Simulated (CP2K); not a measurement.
3-mercaptothiophene has these distinct S atoms: S1 (bonded to C and H) and S5 (bonded to 2 C).

```xyz
10

S     2.3342   -0.2071   -0.5962
C     0.6267    0.1204   -0.2784
C    -0.2345   -0.6851    0.5308
C    -1.5126   -0.1823    0.5969
S    -1.6747    1.2607   -0.3152
C    -0.0281    1.2179   -0.8052
H     2.3952   -1.3369    0.1400
H     0.0827   -1.5934    1.0395
H    -2.3623   -0.5876    1.1373
H     0.3734    1.9934   -1.4496
```

Their partial S L₂,₃ spectra (CP2K XAS_TDP, all-electron GAPW, PBEh(45%), aug-cc-pVDZ, TDA, GW2X-corrected core level, ZORA, spin–orbit coupling) are given in random order, each times the number of alike atoms.

Gaussian full width 0.5 eV, oscillator strength per eV, alike atoms added, rows of zeros left out:

```
E (eV)  curve 1  curve 2
166.75    0.000    0.002
167.00    0.001    0.004
167.25    0.004    0.005
167.50    0.006    0.002
167.75    0.005    0.002
168.00    0.003    0.010
168.25    0.002    0.023
168.50    0.005    0.016
168.75    0.008    0.004
169.00    0.009    0.003
169.25    0.014    0.010
169.50    0.022    0.013
169.75    0.012    0.006
170.00    0.005    0.004
170.25    0.009    0.005
170.50    0.018    0.003
170.75    0.016    0.003
171.00    0.007    0.005
171.25    0.005    0.006
171.50    0.005    0.006
171.75    0.005    0.006
172.00    0.004    0.006
172.25    0.003    0.005
172.50    0.003    0.003
172.75    0.002    0.003
173.00    0.001    0.003
173.25    0.001    0.003
```

Which curve belongs to which atom?

Curve 1: S5 (bonded to 2 C), leading line at 168.88 eV (f = 0.004 an atom). Curve 2: S1 (bonded to C and H), leading line at 168.32 eV (f = 0.009 an atom). The leading line of an atom is its first one with 35 % of the strongest within 2.5 eV of its lowest line over the strength cut. A line lies at the core ionisation energy, which rises as an atom loses charge to its neighbours or to a π system, less the term value, which is large for a low π* or σ* orbital with weight on that atom.

[Banner, clock and machine lines of the logs are left out without a mark of their own.]

[Logs are printed without paths, hosts, clocks, repeated set-up lines and the standing remarks that a program may print on its own settings, such as how far it seeks lower states.]

[Hosts, paths, dates, database ids (printed as entryN), source tags and the programs' standing remarks are cut or masked in the printed files.]
